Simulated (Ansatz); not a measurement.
# Decaying states in the gap of H3SeI, part 2 of 2

Wanted: the relaxed cell of H3SeI, its band edges and its decay constants. It is built by putting Se for O, I for Cl in the H3ClO structure of space group R3m, with the volume rescaled by atomic radii. The parent structure comes from the Materials Project.

Ansatz 0.2.0; PBE DFT, plane waves, PAW files (the session's first sound run).

So far, gap on path (eV): step 3 (band edges, PBE) 3.77; step 6 (PBE norm-conserving, cutoff 1170.09 eV) 3.76.

The structure was built from a prototype and need not be the compound's stable phase.

## (7) Complex bands at another level, cutoff 1170.09 eV

This step: PBE DFT, plane waves, norm-conserving files; complex bands by layer matching along the plane's normal (Ansatz 0.2.0).

The complex bands at that level, over its own gap, at (0, 0) and (0, -0.0469).

The input, input.yaml:

```yaml
crystal:
  lattice:
    - [5.731630134, 0.0, 0.0]
    - [2.865815067, 4.963737302, 0.0]
    - [2.865815067, 1.654579101, 4.230772174]
  atoms:
    - { symbol: H, position: [0.7152804021, 0.7152804021, 0.242386812] }
    - { symbol: H, position: [0.3270523838, 0.7152804021, 0.242386812] }
    - { symbol: H, position: [0.7152804021, 0.3270523838, 0.242386812] }
    - { symbol: I, position: [0.0208457733, 0.0208457733, 0.9374626801] }
    - { symbol: Se, position: [0.5175400387, 0.5175400387, 0.4473798839] }
kpoints:
  mp_grid: { grid: [6, 6, 6] }
scf:
  occupations: { method: fixed }
hamiltonian:
  xc: pbe
  pseudopotentials: { kind: nc }
output:
  eigenvalues: true
  transmission:
    leads: [[0, 0]]
    kpoints: [[0.0, 0.0], [0.0, -0.0469]]
    e_range: [-1.0, 4.76]
    de: 0.1
```

Started as:

```
ansatz run input.yaml --threads 2 --pin off --max-ram 4096MiB --backend cpu --events-out ev --progress --plain --runs-dir out
```

Elapsed: 9.4 min, on 2 threads of Arm Neoverse V2, shared host; peak memory 3 GiB; 17 min of CPU time.

Numbers from this step:

```
level to which the leads are filled                       : 1.882 eV from the Fermi level
decay constant at the filling level, zone centre          : 0.3288 Å⁻¹
decay constant at the filling level, slowest listed point : 0.3288 Å⁻¹
```

K parallel (0, 0); values up to 1.5 1/Å, a degenerate pair printed once or twice; energies at which all values exceed this have no row. Table of Im kz of the slowest decaying states by energy, zero at the highest filled level on the SCF mesh:

| energy (eV) | decay 1 (Å⁻¹) | decay 2 (Å⁻¹) | decay 3 (Å⁻¹) | decay 4 (Å⁻¹) |
| --- | --- | --- | --- | --- |
| -1.00 | 0.180 | 0.833 | 1.07 | - |
| -0.80 | 0.829 | 1.06 | - | - |
| -0.50 | 0.823 | 1.04 | - | - |
| -0.30 | 0.817 | 1.02 | - | - |
| -0.10 | 0.136 | 0.179 | 0.811 | 1.01 |
| 0.00 | 0.181 | 0.228 | 0.808 | 1.00 |
| 0.10 | 0.213 | 0.264 | 0.805 | 0.997 |
| 0.40 | 0.274 | 0.333 | 0.794 | 0.975 |
| 0.60 | 0.298 | 0.361 | 0.786 | 0.959 |
| 0.80 | 0.315 | 0.380 | 0.777 | 0.944 |
| 1.10 | 0.330 | 0.397 | 0.763 | 0.919 |
| 1.30 | 0.335 | 0.403 | 0.753 | 0.902 |
| 1.50 | 0.336 | 0.404 | 0.743 | 0.884 |
| 1.70 | 0.334 | 0.402 | 0.732 | 0.866 |
| 2.00 | 0.325 | 0.392 | 0.714 | 0.837 |
| 2.20 | 0.316 | 0.382 | 0.701 | 0.817 |
| 2.40 | 0.304 | 0.367 | 0.688 | 0.797 |
| 2.60 | 0.289 | 0.349 | 0.674 | 0.776 |
| 2.90 | 0.260 | 0.313 | 0.653 | 0.743 |
| 3.10 | 0.234 | 0.282 | 0.637 | 0.720 |
| 3.30 | 0.203 | 0.241 | 0.621 | 0.696 |
| 3.60 | 0.134 | 0.149 | 0.595 | 0.658 |
| 3.80 | 0.0301 | 0.577 | 0.631 | 1.45 |
| 4.00 | 0.557 | 0.603 | 1.43 | - |
| 4.20 | 0.537 | 0.574 | 1.42 | - |
| 4.50 | 0.504 | 0.527 | 1.39 | - |
| 4.70 | 0.480 | 0.492 | 1.38 | - |

K parallel (0, -0.0469); values up to 1.5 1/Å, a degenerate pair printed once or twice; energies at which all values exceed this have no row. The Im kz of the slowest decaying states by energy, zero at the highest filled level on the SCF mesh:

| energy (eV) | decay 1 (Å⁻¹) | decay 2 (Å⁻¹) | decay 3 (Å⁻¹) | decay 4 (Å⁻¹) |
| --- | --- | --- | --- | --- |
| -1.00 | 0.179 | 0.184 | 0.834 | 0.834 |
| -0.80 | 0.830 | 0.830 | 1.06 | 1.06 |
| -0.50 | 0.823 | 0.823 | 1.04 | 1.04 |
| -0.30 | 0.818 | 0.818 | 1.03 | 1.03 |
| -0.10 | 0.149 | 0.163 | 0.178 | 0.812 |
| 0.00 | 0.196 | 0.212 | 0.228 | 0.808 |
| 0.10 | 0.230 | 0.247 | 0.264 | 0.805 |
| 0.40 | 0.293 | 0.315 | 0.333 | 0.794 |
| 0.60 | 0.318 | 0.342 | 0.361 | 0.786 |
| 0.80 | 0.335 | 0.361 | 0.380 | 0.777 |
| 1.10 | 0.351 | 0.378 | 0.398 | 0.763 |
| 1.30 | 0.356 | 0.384 | 0.403 | 0.752 |
| 1.50 | 0.357 | 0.386 | 0.404 | 0.742 |
| 1.70 | 0.354 | 0.384 | 0.402 | 0.731 |
| 2.00 | 0.346 | 0.375 | 0.393 | 0.713 |
| 2.20 | 0.336 | 0.365 | 0.382 | 0.700 |
| 2.40 | 0.324 | 0.351 | 0.367 | 0.687 |
| 2.60 | 0.308 | 0.334 | 0.349 | 0.673 |
| 2.90 | 0.277 | 0.300 | 0.313 | 0.651 |
| 3.10 | 0.250 | 0.270 | 0.282 | 0.635 |
| 3.30 | 0.216 | 0.232 | 0.241 | 0.619 |
| 3.60 | 0.142 | 0.147 | 0.149 | 0.593 |
| 3.80 | 0.0359 | 0.574 | 0.575 | 0.635 |
| 4.00 | 0.555 | 0.556 | 0.607 | 0.612 |
| 4.20 | 0.534 | 0.535 | 0.578 | 0.583 |
| 4.50 | 0.501 | 0.502 | 0.531 | 0.536 |
| 4.70 | 0.477 | 0.478 | 0.497 | 0.502 |

At the listed wavevectors the last open channel is at -0.30 eV and the next at +3.80 eV on the grid. At +1.90 eV, the grid energy nearest the filling level (the middle of the gap on the SCF mesh), the slowest state at the listed wavevectors decays with κ = 0.329 Å⁻¹, its amplitude falling by e over 3.0 Å; the first such run, plane (001), gave 0.330 Å⁻¹.

## (8) A repeat with changed settings

This step: PBE DFT, plane waves, PAW files; complex bands by layer matching along the plane's normal; changed: hamiltonian.hubbard = {"sites": [{"species": "H", "l": "p", "u_eff": 20.0}]}, scf.max_iter = 60 (Ansatz 0.2.0).

This run repeats an earlier one, its twin (the complex run, plane (001)), with two settings changed (scf.max_iter, hamiltonian.hubbard.sites; files written aside). The setting was drawn as a possible misstep, on purpose. Where the input is shown as a difference, that is against the step before, not the twin.

input.yaml: that of step 7 with these lines changed.

```diff
@@ -15,5 +15,6 @@
   occupations: { method: fixed }
+  max_iter: 60
 hamiltonian:
   xc: pbe
-  pseudopotentials: { kind: nc }
+  hubbard: { sites: [{ species: H, l: p, u_eff: 20.0 }] }
 output:
@@ -22,4 +23,4 @@
     leads: [[0, 0]]
-    kpoints: [[0.0, 0.0], [0.0, -0.0469]]
-    e_range: [-1.0, 4.76]
+    kpoints: [[0.0, 0.0], [0.0, -0.0417]]
+    e_range: [-1.0, 4.77]
     de: 0.1
```

The job ended after 0.07 s (2 threads; peak memory 0.081 GiB).

The input was rejected at the start.

The program's message: “Error: inconsistent input (hamiltonian.hubbard.sites[].l, hamiltonian.hubbard.sites[].shell): the file of H doesn't list 2p, and it can't be added: PBE doesn't bind the shell 2p of the free atom, whos …”

The change that led to it: hamiltonian.hubbard.

## (9) Outcome

```json
{
  "band gap": "3.77 eV",
  "least decay constant at mid-gap, normal to (001)": "0.330 Å⁻¹",
  "least decay constant at mid-gap, normal to (101)": "0.327 Å⁻¹",
  "least decay constant, norm-conserving files": "0.329 Å⁻¹"
}
```

In words: With PBE, the slowest decay at the wavevectors tried is κ = 0.327 Å⁻¹, normal to (101). Through such a film the transmission near mid-gap falls as exp(−2κd), a factor of ten every 3.5 Å. The directions tried decay at nearly the same rate. A free electron under a barrier of half the gap would need a mass of 0.22 mₑ to decay at this rate. With norm-conserving files the gap goes from 3.77 to 3.76 eV and the decay constant, over the first 2 listed wavevectors (which shift with the band edges), from 0.330 to 0.329 Å⁻¹. The compound is made up by substitution; its stability against other phases and against distortions of the cell's symmetry was not tested. A semilocal functional narrows gaps, while spin-orbit coupling, left out here, narrows them in compounds of heavy elements, so the error in κ can go either way.

[Logs are printed without paths, hosts, clocks, repeated set-up lines and the standing remarks that a program may print on its own settings, such as how far it seeks lower states.]

[Hosts, paths, dates, database ids (printed as entryN), source tags and the programs' standing remarks are cut or masked in the printed files.]
